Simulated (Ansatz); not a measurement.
# BiN (hypothetical, Fm-3m): phonons against volume

Which modes of BiN (hypothetical) drive its thermal expansion? The crystal structure is hypothetical: it was made by swapping elements on a known structure type.

Calculated with Ansatz 0.2.0; DFT PBEsol, scalar-relativistic, plane waves, PAW.

### 1. Set-up

The structure is trigonal, space group R-3m (No. 166). The conventional cell has a = 3.822 Å, b = 3.822 Å, c = 10.290 Å, α = 90.00°, β = 90.00°, γ = 120.00°. Nearest to Bi lie 6 N at 2.79 Å. Nearest to N lie 6 Bi at 2.79 Å. Farther neighbours and most contacts between anions are not listed.

### 2. A first coarse run

Before spending time, one coarse run tells the gap and the pressure of the starting cell.

Contents of input.yaml:

```yaml
crystal:
  lattice:
    - [1.91123, 1.10345, 3.43012]
    - [-1.91123, 1.10345, 3.43012]
    - [0.0, -2.20689, 3.43012]
  atoms:
    - { symbol: Bi, position: [0.5, 0.5, 0.5] }
    - { symbol: "N", position: [0.0, 0.0, 0.0] }
kpoints:
  mp_grid: { grid: [6, 6, 6] }
hamiltonian:
  xc: pbesol
scf:
  occupations: { method: gaussian, width: 0.1 }
output:
  forces: true
  stress: true
  eigenvalues: true
```

Run with:

```console
$ ansatz run input.yaml --threads 4 --pin off --max-ram 8192MiB --backend cpu --events-out ev --progress --plain --runs-dir out
```

Numbers of over 12 decimals in the logs are rounded to 6 here.

Output:

```text
Engine: ansatz 0.2.0, x86_64-unknown-linux-gnu
Pseudopotentials: kind: paw
Pseudopotential: Bi, paw, valence charge 15, recommended cutoff 420 eV (normal), Bi.paw.azcp
Pseudopotential: N, paw, valence charge 5, recommended cutoff 420 eV (normal), N.paw.azcp
Functional definition: PBEsol
  exchange = pbesol_x
  correlation = pbesol_c
Crystal: 2 atoms, lattice volume = 43.404 Å³
Basis set: ecut = 420 eV, 857 PW (Γ), exchange–correlation on 60×60×60 points (8 copies of the dense FFT grid, shifted against one another)
Bands: 14, of which v1, the nominal top of the filled ones, is band 10 counted from 1 (9 counted from 0)
Symmetry: 12 space group operations
Space group: R-3m (ITA 166), of the structure as read, at distance tolerance 3.5e-5 Å
k-points: 32 of 216
Non-local potential: Bi, projectors of the file, l = 0: 2, l = 1: 2, l = 2: 2, l = 3: 2
Non-local potential: N, projectors of the file, l = 0: 2, l = 1: 2, l = 2: 1
PAW form: soft (Blöchl's): semilocal exchange-correlation on the pseudo side does not see the compensation charge
PAW frozen core: Bi, regenerated for the run's functional, and the local potential with it (the file was generated under x = pbe(κ = 0.804, μ = 0.219515), c = pbe(β = 0.066725))
PAW frozen core: N, regenerated for the run's functional, and the local potential with it (the file was generated under x = pbe(κ = 0.804, μ = 0.219515), c = pbe(β = 0.066725))
PAW one-centre angular grid: Bi, 590 points (default); XC on 64 Gauss nodes
PAW one-centre angular grid: N, 110 points (default); XC on 64 Gauss nodes
Initial density: superposition of atomic densities (neutral atoms: chi_scale 0, normalization atom), corrected by the library's trained network
Initial wavefunctions: pseudopotential atomic-orbital guess
Functional: x = pbesol(κ = 0.804, μ = 0.123457), c = pbesol(β = 0.046)
SCF iter   1: F=—  HF=-12618.253867 eV  |F-HF|=—  |Δ(HF+E_count)|=         —  Δρ=1.49e-2  dr2=1.26e-1  ethr=1.77e-3  ⟨swp⟩=5.7  Hψ=2332  notcnv=0
preconditioner: auto → none  [insulator: Δε(μ)=0.348 eV  Ē_g=18.394 eV  σ=0.100 eV  W_gap=0.98  n_scr=14 (ndim 8)  ℏωp=25.2 eV  f_vac=0.000  D(μ)=0.03/eV (n_scr^D=0)  ε∞_Penn≈2.9]
SCF iter   2: F=—  HF=-12618.236455 eV  |F-HF|=—  |Δ(HF+E_count)|=   1.74e-2  Δρ=6.31e-3  dr2=2.41e-2  ethr=6.28e-4  ⟨swp⟩=1.4  Hψ=726  notcnv=0
SCF iter   3: F=—  HF=-12618.232989 eV  |F-HF|=—  |Δ(HF+E_count)|=   3.47e-3  Δρ=6.85e-4  dr2=1.92e-4  ethr=1.21e-4  ⟨swp⟩=1.4  Hψ=470  notcnv=0
SCF iter   4: F=—  HF=-12618.233117 eV  |F-HF|=—  |Δ(HF+E_count)|=   1.28e-4  Δρ=1.14e-4  dr2=4.58e-6  ethr=9.60e-7  ⟨swp⟩=2.4  Hψ=584  notcnv=0
SCF iter   5: F=—  HF=-12618.233137 eV  |F-HF|=—  |Δ(HF+E_count)|=   1.99e-5  Δρ=1.80e-5  dr2=1.25e-7  ethr=2.29e-8  ⟨swp⟩=2.1  Hψ=620  notcnv=0
SCF iter   6: F=-12618.233137 eV  HF=-12618.233137 eV  |F-HF|=6.50e-9  |Δ(HF+E_count)|=  3.78e-10  Δρ=4.62e-6  dr2=8.44e-9  ethr=5.00e-10  ⟨swp⟩=6.2  Hψ=2128  notcnv=0
SCF 1 converged in 6 iterations: F = -12618.233137 eV  dr2 = 8.44e-9
  greatest PAW one-centre occupation: 0.990 electrons in one spin orbital (limit 2), on the Bi atom at site 0 (counted from 0), in its partial waves of l = 2
SCF converged after 6 iterations
Free energy (F): -12618.233137 eV
Harris-Foulkes:  -12618.233137 eV  (|F-HF|=6.50e-9)
Internal energy: -12618.232937 eV  (E = F + TS)
E sigma→0 (E₀):  -12618.233037 eV
Entropy (-TS):   -0.000199 eV (-0.100 meV/atom)
Fermi energy:    8.559349 eV
--- Per-component energies (eV) ---
  E_band       = -112.750732
  E_kinetic    = 417.677967
  E_local      = -1618.765220  (includes V_loc(G=0)·N_el)
  E_nonlocal   = 610.164391
  E_hartree    = 499.023198
  E_xc         = -205.946740
  E_vxc        = -214.860677  (∫ρ·V_xc dr)
  E_paw        = -10630.295012  (= ΣΔE_a)
  E_vpaw       = -305.014000  (= ΣTr[D̂ρ^β])
  E_aug_tail   = -0.000404  (compensation charges beyond the density's cutoff)
  E_ewald      = -1690.208969
  E_core_change = 0.117851  (= ΣΔE_core)
  E_smearing   = -0.000199  (= −TS)
  E_closure    = -0.000000  (closes the sum)
  Σ components = -12618.233137   (vs F -12618.233137, Δ=0.00e0)
--- Forces (eV/Å), atoms counted from 1 ---
  atom   1  Bi    -0.00000000     0.00000000     0.00000000
  atom   2  N      0.00000000     0.00000000     0.00000000
  max |Σ_I F_I| component: 3.39e-29 eV/Å
--- Stress (GPa, compression-positive) ---
      -16.774734      -0.000000       0.000000
       -0.000000     -16.774734      -0.000005
        0.000000      -0.000005     -27.220027
  P = ⅓ Tr σ = -20.2565 GPa (-202.565 kbar)
--- Band table (eV; the first three rows and the last of 32) ---
  k-point 0: bands = [... 6 lower, 0.3891, 6.8312, 7.6158, 7.6158, 13.2155, 13.3114, 13.3114, 16.6710]
  k-point 1: bands = [... 6 lower, -0.0051, 7.0027, 7.6264, 7.6522, 11.4187, 12.4365, 12.4995, 16.4503]
  k-point 2: bands = [... 6 lower, -1.0111, 7.3359, 7.6537, 7.7769, 9.3480, 11.1172, 11.2261, 16.3539]
  k-point 31: bands = [... 6 lower, -2.3486, 8.0088, 8.0088, 8.3349, 9.0332, 11.3044, 11.3044, 16.9972]
```

The job ended after 0.6 s (4 threads of Intel Xeon 6975P-C (Granite Rapids), shared host; peak memory 0.34 GiB).

This step gave:

| Quantity | Value |
| --- | --- |
| pressure | -20.26 GPa |
| volume per atom | 21.70 Å³ |
| gap on the k-mesh | 0.3151 eV |

The start is under -20 GPa at this level and looks like an insulator or semiconductor on this mesh.

### 3. A loose first relaxation

The start is far from rest, so a relaxation with loose thresholds first brings it near the minimum.

Changes to input.yaml since step 2:

```diff
@@ -18 +18,6 @@
   eigenvalues: true
+relax:
+  adjacent_minimum: "off"
+  f_tol: 0.05
+  max_steps: 80
+  cell: { stress_tol: 0.5 }
```

Output:

```text
[...]
Crystal: 2 atoms, lattice volume = 43.404 Å³
Basis set: ecut = 420 eV, 857 PW (Γ), exchange–correlation on 60×60×60 points (8 copies of the dense FFT grid, shifted against one another)
Bands: 14, of which v1, the nominal top of the filled ones, is band 10 counted from 1 (9 counted from 0)
Symmetry: 12 space group operations
[...]
k-points: 32 of 216
[...]
SCF iter   1: F=—  HF=-12618.253867 eV  |F-HF|=—  |Δ(HF+E_count)|=         —  Δρ=1.49e-2  dr2=1.26e-1  ethr=1.77e-3  ⟨swp⟩=5.7  Hψ=2332  notcnv=0
[...]
SCF iter   6: F=-12618.233137 eV  HF=-12618.233137 eV  |F-HF|=6.50e-9  |Δ(HF+E_count)|=  3.78e-10  Δρ=4.62e-6  dr2=8.44e-9  ethr=5.00e-10  ⟨swp⟩=6.2  Hψ=2128  notcnv=0
SCF 1 converged in 6 iterations: F = -12618.233137 eV  dr2 = 8.44e-9
[...]
relax step   1: F+E_penalty+E_count = -12618.23313669 eV  Δ(F+E_penalty+E_count) = +0.000e0 eV  max|allowed force component| = 5.062e-29 eV/Å  Δτ_max = 0.0000 Å  P = -20.256 GPa  Ω = 43.404 Å³  (6 SCF iters, dr2 threshold 1.00e-7 eV, accepted)
Crystal: 2 atoms, lattice volume = 38.865 Å³
Basis set: ecut = 420 eV, 767 PW (Γ), exchange–correlation on 60×60×60 points (8 copies of the dense FFT grid, shifted against one another)
[...]
iter 1 solved again at ethr=2.90e-4 eV; its pass at ethr=3.10e-3 eV (dr2=5.80e-2 eV) is discarded
[...]
SCF iter   6: F=-12618.794756 eV  HF=-12618.794756 eV  |F-HF|=8.03e-9  |Δ(HF+E_count)|=   1.67e-8  Δρ=6.14e-6  dr2=1.11e-8  ethr=5.45e-10  ⟨swp⟩=3.7  Hψ=2127  notcnv=0
SCF 2 converged in 6 iterations: F = -12618.794756 eV  dr2 = 1.11e-8
relax step   2: F+E_penalty+E_count = -12618.79475580 eV  Δ(F+E_penalty+E_count) = -5.616e-1 eV  max|allowed force component| = 2.382e-28 eV/Å  Δτ_max = 0.0000 Å  P = -15.830 GPa  Ω = 38.865 Å³  energy of the carried Pulay correction = +7.229e-3 eV  (6 SCF iters, dr2 threshold 2.00e-7 eV, accepted)
Crystal: 2 atoms, lattice volume = 34.993 Å³
Basis set: ecut = 420 eV, 677 PW (Γ), exchange–correlation on 60×60×60 points (8 copies of the dense FFT grid, shifted against one another)
[...]
SCF iter   6: F=-12619.129182 eV  HF=-12619.129182 eV  |F-HF|=2.50e-9  |Δ(HF+E_count)|=   1.72e-8  Δρ=3.98e-6  dr2=3.99e-9  ethr=3.59e-10  ⟨swp⟩=3.5  Hψ=2000  notcnv=0
SCF 3 converged in 6 iterations: F = -12619.129182 eV  dr2 = 3.99e-9
relax step   3: F+E_penalty+E_count = -12619.12918227 eV  Δ(F+E_penalty+E_count) = -3.344e-1 eV  max|allowed force component| = 6.521e-29 eV/Å  Δτ_max = 0.0000 Å  P = -7.613 GPa  Ω = 34.993 Å³  energy of the carried Pulay correction = +1.405e-2 eV  (6 SCF iters, dr2 threshold 2.00e-7 eV, accepted)
[...]
relax step   4: F+E_penalty+E_count = -12619.20760304 eV  Δ(F+E_penalty+E_count) = -7.842e-2 eV  max|allowed force component| = 1.683e-29 eV/Å  Δτ_max = 0.0000 Å  P = +1.214 GPa  Ω = 32.556 Å³  energy of the carried Pulay correction = +1.865e-2 eV  (6 SCF iters, dr2 threshold 2.00e-7 eV, accepted)
[...]
relax step   5: F+E_penalty+E_count = -12619.20789990 eV  Δ(F+E_penalty+E_count) = -2.969e-4 eV  max|allowed force component| = 3.366e-29 eV/Å  Δτ_max = 0.0000 Å  P = -0.301 GPa  Ω = 32.912 Å³  energy of the carried Pulay correction = +1.794e-2 eV  (6 SCF iters, dr2 threshold 2.00e-7 eV, accepted)
[...]
relax step   6: F+E_penalty+E_count = -12619.20211993 eV  Δ(F+E_penalty+E_count) = +5.780e-3 eV  max|allowed force component| = 3.366e-29 eV/Å  Δτ_max = 0.0000 Å  P = -0.613 GPa  Ω = 32.912 Å³  stress off target by 7.05e-1 GPa  SCF on the basis re-selected at this cell (its energy is not comparable with the rows above)  (6 SCF iters)
[...]
relax step   7: F+E_penalty+E_count = -12619.20270231 eV  Δ(F+E_penalty+E_count) = -5.824e-4 eV  max|allowed force component| = 5.128e-29 eV/Å  Δτ_max = 0.0000 Å  P = -0.002 GPa  Ω = 32.768 Å³  energy of the carried Pulay correction = +2.657e-4 eV  (6 SCF iters, dr2 threshold 2.00e-7 eV, accepted)
[...]
SCF iter   7: F=-12619.202264 eV  HF=-12619.202264 eV  |F-HF|=1.82e-12  |Δ(HF+E_count)|=    0.00e0  Δρ=1.29e-9  dr2=3.34e-16  ethr=1.00e-12  ⟨swp⟩=1.0  Hψ=1024  notcnv=0
SCF 8 converged in 7 iterations: F = -12619.202264 eV  dr2 = 3.34e-16
relax step   8: F+E_penalty+E_count = -12619.20226417 eV  Δ(F+E_penalty+E_count) = +4.381e-4 eV  max|allowed force component| = 3.379e-29 eV/Å  Δτ_max = 0.0000 Å  P = -0.013 GPa  Ω = 32.768 Å³  stress off target by 1.88e-2 GPa  SCF on the basis re-selected at this cell (its energy is not comparable with the rows above)  (7 SCF iters)
[...]
SCF converged after 7 iterations
Free energy (F): -12619.202264 eV
[...]
Internal energy: -12619.202264 eV  (E = F + TS)
E sigma→0 (E₀):  -12619.202264 eV
Fermi energy:    13.494421 eV
[...]
--- Stress (GPa, compression-positive) ---
       -0.010413      -0.000000      -0.000000
       -0.000000      -0.010413      -0.000000
        0.000000      -0.000000      -0.018799
  P = ⅓ Tr σ = -0.0132 GPa (-0.132 kbar)
--- Band table (eV; the first three rows and the last of 32) ---
  k-point 0: bands = [... 6 lower, 6.2868, 11.0725, 11.0732, 11.0732, 19.8773, 19.8774, 19.8774, 22.2222]
  k-point 1: bands = [... 6 lower, 5.2919, 11.1880, 11.1885, 11.6518, 17.2753, 18.5845, 18.5847, 21.3021]
  k-point 2: bands = [... 6 lower, 3.2493, 11.4871, 11.4875, 12.3491, 14.8515, 16.7596, 16.7599, 21.7052]
  k-point 31: bands = [... 6 lower, 1.7593, 11.6935, 11.6935, 12.4600, 14.1614, 15.9641, 15.9641, 22.4829]
--- Relaxed structure (6 steps of the walk, 6 accepted, 2 SCFs on fresh bases) ---
  F+E_penalty+E_count = -12619.20226417 eV   max|allowed force component| = 3.379e-29 eV/Å   (the final SCF, on the basis selected at the relaxed cell)
  cell:  # Å, volume = 32.7675 Å³
    - [1.795892, 1.036860, 2.932869]
    - [-1.795892, 1.036860, 2.932869]
    - [0, -2.073716, 2.932871]
  atoms:
    - { symbol: Bi, position: [0.5, 0.5, 0.500000] }
    - { symbol: N, position: [0, 0, 0] }
```

Elapsed: 3.6 s, on 4 threads; peak memory 0.37 GiB; 10 s of CPU time.

Relaxation path:

```csv
step,energy less that of the first step (eV),largest force component (eV/Å),pressure (GPa),volume (Å³)
1,0.0000,0.0000,-20.26,43.40
2,-0.5616,0.0000,-15.83,38.86
3,-0.8960,0.0000,-7.61,34.99
4,-0.9745,0.0000,1.21,32.56
5,-0.9748,0.0000,-0.30,32.91
6*,-0.9690,0.0000,-0.61,32.91
7,-0.9696,0.0000,0.00,32.77
8*,-0.9691,0.0000,-0.01,32.77
```

Relaxation steps marked * repeat the geometry before them on a plane-wave basis chosen anew for their cell, so energy and pressure can jump there.

Forces are held to the 12 operations that the run works with; a distortion that breaks them can't arise in this run.

```
     cell as run  before  after   change
           a (Å)   4.079  3.592  -11.9 %
           b (Å)   4.079  3.592  -11.9 %
           c (Å)   4.079  3.592  -11.9 %
           α (°)   55.88  60.00   +7.4 %
           β (°)   55.88  60.00   +7.4 %
           γ (°)   55.88  60.00   +7.4 %
volume (Å³/atom)   21.70  16.38  -24.5 %
```

Final coordinates:

```xyz
2
Lattice="1.7959 1.0369 2.9329 -1.7959 1.0369 2.9329 0.0000 -2.0737 2.9329" Properties=species:S:1:pos:R:3 pbc="T T T"
Bi    0.0000    0.0000    4.3993
N     0.0000    0.0000    0.0000
```

This step gave:

```yaml
pressure: -0.01321 GPa
gap_on_the_k_mesh: 1.059 eV
volume_per_atom: 16.38 Å³
```

The relaxation ends with a pressure of -0.01 GPa.

### 4. Relaxation

The vibrations must be taken about the equilibrium of this functional, not about the starting cell, so the structure is relaxed.

Contents of input.yaml:

```yaml
crystal:
  lattice:
    - [1.7958918625, 1.0368600753, 2.9328692399]
    - [-1.7958918625, 1.0368600753, 2.9328692399]
    - [0.0, -2.0737158755, 2.9328707513]
  atoms:
    - { symbol: Bi, position: [0.5, 0.5, 0.5] }
    - { symbol: "N", position: [0.0, 0.0, 0.0] }
kpoints:
  mp_grid: { grid: [10, 10, 10] }
hamiltonian:
  xc: pbesol
scf:
  occupations: { method: gaussian, width: 0.02 }
output:
  forces: true
  stress: true
  eigenvalues: true
relax:
  adjacent_minimum: "off"
  f_tol: 0.005
  max_steps: 80
  cell: { stress_tol: 0.05 }
```

Output:

```text
[...]
Crystal: 2 atoms, lattice volume = 32.768 Å³
Basis set: ecut = 420 eV, 645 PW (Γ), exchange–correlation on 50×50×50 points (8 copies of the dense FFT grid, shifted against one another)
Bands: 14, of which v1, the nominal top of the filled ones, is band 10 counted from 1 (9 counted from 0)
Symmetry: 12 space group operations
[...]
k-points: 116 of 1000
[...]
k-point 115: bands = [... 6 lower, 1.7380, 11.7065, 11.7065, 12.4401, 14.1595, 15.9307, 15.9307, 22.4594]
--- Relaxed structure (3 steps of the walk, 2 accepted, 1 SCFs on fresh bases) ---
[...]
cell:  # Å, volume = 32.8108 Å³
    - [1.796728, 1.037343, 2.934014]
    - [-1.796728, 1.037343, 2.934014]
    - [0, -2.074681, 2.934016]
  atoms:
    - { symbol: Bi, position: [0.5, 0.5, 0.5] }
    - { symbol: N, position: [0, 0, 0] }
[key lines of the parts left out:]
SCF converged after 6 iterations
Free energy (F): -12619.151088 eV
Fermi energy:    13.404304 eV
P = ⅓ Tr σ = 0.0033 GPa (0.033 kbar)
```

Wall time 3.7 s (4 threads); peak memory 0.41 GiB; 11 s of CPU time.

Little changed from the start: no atom moved by 0.005 Å and no cell edge by 0.1 %.

Numbers from this step:

* pressure: 0.003348 GPa
* gap on the k-mesh: 0.1870 eV
* volume per atom: 16.41 Å³

(Part 1 of 4 ends here.)

[Logs are printed without paths, hosts, clocks, repeated set-up lines and the standing remarks that a program may print on its own settings, such as how far it seeks lower states.]

[Hosts, paths, dates, database ids (printed as entryN), source tags and the programs' standing remarks are cut or masked in the printed files.]

[A step with changed settings may run another functional than the one named; its input shows which.]


